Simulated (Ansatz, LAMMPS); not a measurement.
# Elastic response of glassy 29TiO2-71Al2O3 (mol %) (137 atoms): runs compared

How stiff is glassy 29TiO2-71Al2O3 (mol %) (137 atoms), and how do its levels respond to strain?

Computed with Ansatz 0.2.0: Kohn-Sham DFT, PBE, PAW (set soft_2), plane waves.

### Step 1. The cell as built

The cell holds 137 atoms: 9 Ti, 44 Al and 84 O. Its edges and angles: a = 11.399 Å, b = 11.399 Å, c = 11.399 Å, α = 90.0°, β = 90.0°, γ = 90.0°. 137 atoms (9 Ti, 44 Al, 84 O) placed at random at 3.12 g/cm³, melted at 4000 K for 10 ps at fixed volume with the Morse and Coulomb pair potential with partial charges (Pedone, Malavasi, Menziani, Cormack and Segre, J. Phys. Chem. B 110, 11780 (2006)). Quenched from 4000 K to 300 K at 1000 K/ps and fixed volume, held 10 ps at zero pressure.

Limits known from the start: The quench rate of 1000 K/ps far exceeds what a furnace or splat quench reaches, so expect more defects and frozen-in strain than in a real sample. The network of bonds at the start is that of the classical potential that made the cell, and needn't be the one that DFT or experiment would give. Only the Γ point is sampled.

### Step 2. The reference run

The reference is a single point at the end of the relaxation.

Every strained cell starts from the geometry of this run, and its atoms are relaxed with the cell held.

Its input, with most atom lines left out:

```yaml
crystal:
  lattice:
    - [11.79854, 0.04136, 0.05718]
    - [0.04136, 11.60596, 0.20422]
    - [0.05718, 0.20422, 11.50067]
  atoms:
    - { symbol: Ti, position: [0.36728, 0.73565, 0.83342] }
    - { symbol: Ti, position: [0.07146, 0.91486, 0.37785] }
    - { symbol: Ti, position: [0.39267, 0.20817, 0.40041] }
    - { symbol: Ti, position: [0.79741, 0.5792, 0.2057] }
    - { symbol: Ti, position: [0.028, 0.50611, 0.64068] }
    - { symbol: Ti, position: [0.00085, 0.81848, 0.87951] }
    - { symbol: Ti, position: [0.59251, 0.24541, 0.97803] }
    [... atom lines 8 to 137 left out ...]
kpoints:
  mp_grid: { grid: [1, 1, 1] }
hamiltonian:
  xc: pbe
scf:
  occupations: { method: fixed }
output:
  forces: true
  stress: true
  populations: true
  dos:
    method: { smearing: { sigma: 0.15 } }
    de: 0.1
    projected: { site_lists: { Al: [Al], O: [O], Ti: [Ti] } }
  eigenvalues: true
  write_density: true
  write_potential: true
  volumetric_format: npy
  elf: true
```

* free energy per atom: -686.0790 eV/atom
* r.m.s. force component: 0.00308 eV/Å
* pressure: -0.001451 GPa

Filled and empty levels are parted by 2.10 eV (at Γ alone); a semilocal functional tends to put such gaps too low. In a disordered cell it changes from sample to sample, and tail or defect levels can set it.

### Step 3. The runs

Each row is one run, on 4 threads of Intel Xeon Platinum 8259CL at 2.50GHz (Skylake/Cascade Lake), shared host. The free energy is the program's total, comparable only between runs with the same functional, potentials and atoms.

| run | atoms | outcome | ionic steps, all passes | free energy (eV) | time | host memory (GiB) |
| --- | --- | --- | --- | --- | --- | --- |
| Single point at the start | 137 | converged | - | -93981.384 | 18 s | 2.1 |
| Cell and atoms relaxed | 137 | converged | 16 | -93992.825 | 4.8 min | 2.3 |
| Single point at the relaxed geometry | 137 | converged | - | -93992.825 | 30 s | 2.5 |
| Volume -3 % | 137 | converged | 8 | -93992.360 | 2.7 min | 2.4 |
| Volume +3 % | 137 | converged | 13 | -93992.457 | 4.4 min | 2.5 |
| Volume -6 % | 137 | converged | 23 | -93991.539 | 7.7 min | 2.5 |
| Volume +6 % | 137 | converged | 13 | -93991.380 | 4.8 min | 2.6 |
| Volume -10 % | 137 | converged | 14 | -93987.696 | 4.4 min | 2.3 |
| Stretched by 1 % along x | 137 | converged | 5 | -93992.739 | 1.8 min | 2.5 |
| Compressed by 1 % along x | 137 | converged | 8 | -93992.739 | 2.8 min | 2.5 |
| Sheared by 2 % in xy | 137 | converged | 5 | -93992.720 | 1.7 min | 2.5 |

In some runs the program notes that the SCF threshold is loose for the stress.

### Step 4. Pressure against volume

Atoms are relaxed at each volume, in the scaled cell.

```csv
volume change (%),volume (Å³/atom),energy change (meV/atom),pressure (GPa),largest move on relaxing (Å),bonds,gap (eV)
-10,10.342,37.44,10.60,0.62,256,2.23
-6,10.802,9.38,6.76,1.11,251,2.60
-3,11.146,3.39,3.26,0.21,248,2.07
+0,11.491,0.00,0.00,-,244,2.10
+3,11.836,2.68,-2.59,0.45,239,2.08
+6,12.181,10.55,-4.94,0.78,240,1.98
```

### Step 5. Uniaxial strain and shear

Stress (GPa, compression positive) less that of the relaxed cell, atoms relaxed:

```
                   strain      xx      yy      zz      xy  energy change (meV/atom)
 stretched by 1 % along x  -1.659  -0.787  -0.514  -0.001                      0.63
compressed by 1 % along x   1.650   0.848   0.547   0.045                      0.62
     sheared by 2 % in xy  -0.045  -0.008  -0.125  -1.032                      0.76
```

### Step 6. Findings

The bulk modulus, from the slope of pressure against ln V over the three points nearest the relaxed volume, is 97.5 GPa; between neighbouring points the slope runs 88, 111, 107, 87 and 82 GPa from the smallest volume up, without a steady fall, so no pressure derivative is given. The count of bonds runs from 239 to 256 over the series, so at some points contacts cross the cutoffs. At -10 %, -6 % and +6 % some atom moved by over 0.5 Å on relaxing, so those points may sit in another local minimum. The gap goes from 2.23 eV at the smallest volume to 1.98 eV at the largest, not monotonically (lowest 1.98, highest 2.60 eV), on the run's k-points. In the Cartesian axes of the cell, finite differences give C11 = 165, C12 = 81.8, C13 = 53.0 and C66 = 51.6 GPa (the shear of 2 % is the engineering strain, εxy = 0.01). The mean of C11, C12 and C13, which equals the bulk modulus in a cubic or isotropic solid, is 100 GPa: it agrees with the bulk modulus within 10 %. For an isotropic solid C66 would equal (C11 − C12)/2 = 41.8 GPa; so small a sample needn't be isotropic, and C66 rests on one shear. With the bulk modulus and C66 as K and G, Young's modulus would be about 132 GPa and Poisson's ratio 0.28.

**Limits.** Strains are finite and relaxations stop at the force tolerance of the input, which can leave moduli too stiff; they are those of a static cell at zero temperature. Volumes are changed with the cell's shape held, so in an anisotropic solid the modulus lies over the one under free hydrostatic load. The program notes that the SCF threshold of the relaxations is loose for the stress.

The DFT runs together took 36 min of wall time.

[Logs are printed without paths, hosts, clocks, repeated set-up lines and the standing remarks that a program may print on its own settings, such as how far it seeks lower states.]

[Hosts, paths, dates, database ids (printed as entryN), source tags and the programs' standing remarks are cut or masked in the printed files.]
